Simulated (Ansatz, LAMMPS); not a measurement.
# Settings and their price: amorphous carbon (160 atoms)

Density of this cell: 1.80 g/cm³. The cell holds 160 atoms: 160 C. Its edges and angles: a = 12.112 Å, b = 12.112 Å, c = 12.112 Å, α = 90.0°, β = 90.0°, γ = 90.0°. 160 atoms (160 C) placed at random at 1.8 g/cm³, melted at 5500 K for 10 ps at fixed volume with the LCBOP (Los and Fasolino, Phys. Rev. B 68, 024107 (2003)). Quenched from 4800 K to 300 K at 500 K/ps and fixed volume, held 5 ps, then minimised at fixed cell.

Geometry: as built.

Reference run: Kohn-Sham DFT, PBE, PAW (set soft_2), plane waves (Ansatz 0.2.0), cutoff 420 eV, Γ point, gaussian smearing of 0.025 eV.

```
r.m.s. force component                           : 1.385 eV/Å
pressure                                         : -16.56 GPa
spacing of highest filled and lowest empty level : 0.0283 eV
SCF cycles                                       : 17
time                                             : 85 s on 4 threads of AMD EPYC 7R43, shared host
```

**Question.** The same geometry is run again with each of these changes. How far do the results move, and how long does each run take?
- support functions low
- support functions medium
- support functions medium, spacing 0.411 Å
- support functions medium, spacing 0.343 Å
- support functions medium, spacing 0.297 Å
- hamiltonian.dispersion = "d3bjatm" and scf.n_extra_bands = 4

Each row is set against the plane-wave reference (Kohn-Sham DFT, PBE, PAW (set soft_2), plane waves; r.m.s. force component 1.38 eV/Å). Energies are set beside the reference only for runs with its functional, potentials and electron count. Times are for 4 threads of AMD EPYC 7R43, shared host. The reference's time includes the DOS, the stress and grids, which some other runs skip.

| run | Δ force, r.m.s. (meV/Å) | share of r.m.s. force (%) | Δ energy (meV/atom) | Δ pressure (GPa) | cycles | time | host memory (GiB) |
| --- | --- | --- | --- | --- | --- | --- | --- |
| reference | - | - | - | - | 17 | 85 s | 2.4 |
| support functions low | 1.03 | 0.0743 | -3.55 | - | 21 | 4.1 min | 3.5 |
| support functions medium | 1.00 | 0.0723 | -3.55 | - | 25 | 4.4 min | 3.5 |
| support functions medium, spacing 0.411 Å | 919 | 66.4 | 166 | - | 22 | 2.9 min | 2.4 |
| support functions medium, spacing 0.343 Å | 64.7 | 4.67 | -1.49 | - | 24 | 3.2 min | 2.5 |
| support functions medium, spacing 0.297 Å | 2.81 | 0.203 | -3.96 | - | 25 | 3.6 min | 3.1 |
| hamiltonian.dispersion = "d3bjatm" and scf.n_extra_bands = 4 | 20.2 | 1.46 | - | -1.35 | 26 | 77 s | 2.2 |

Among numerical settings the force difference runs from 1.0 meV/Å (support functions medium) to 919 meV/Å (support functions medium, spacing 0.411 Å). At 160 atoms the fastest of the runs at a preset level, support functions low, takes roughly 2.9 times the time of plane waves (whose run also made extra analyses, so the like-for-like ratio is larger), in 21 SCF cycles against 17. Differences between support functions and plane waves include what basis error the plane-wave run still has. As the typed spacing goes from 0.297 to 0.411 Å, the force difference goes from 2.8 to 919 meV/Å, and the time from 3.6 min to 2.9 min. 

[Logs are printed without paths, hosts, clocks, repeated set-up lines and the standing remarks that a program may print on its own settings, such as how far it seeks lower states.]

[Hosts, paths, dates, database ids (printed as entryN), source tags and the programs' standing remarks are cut or masked in the printed files.]
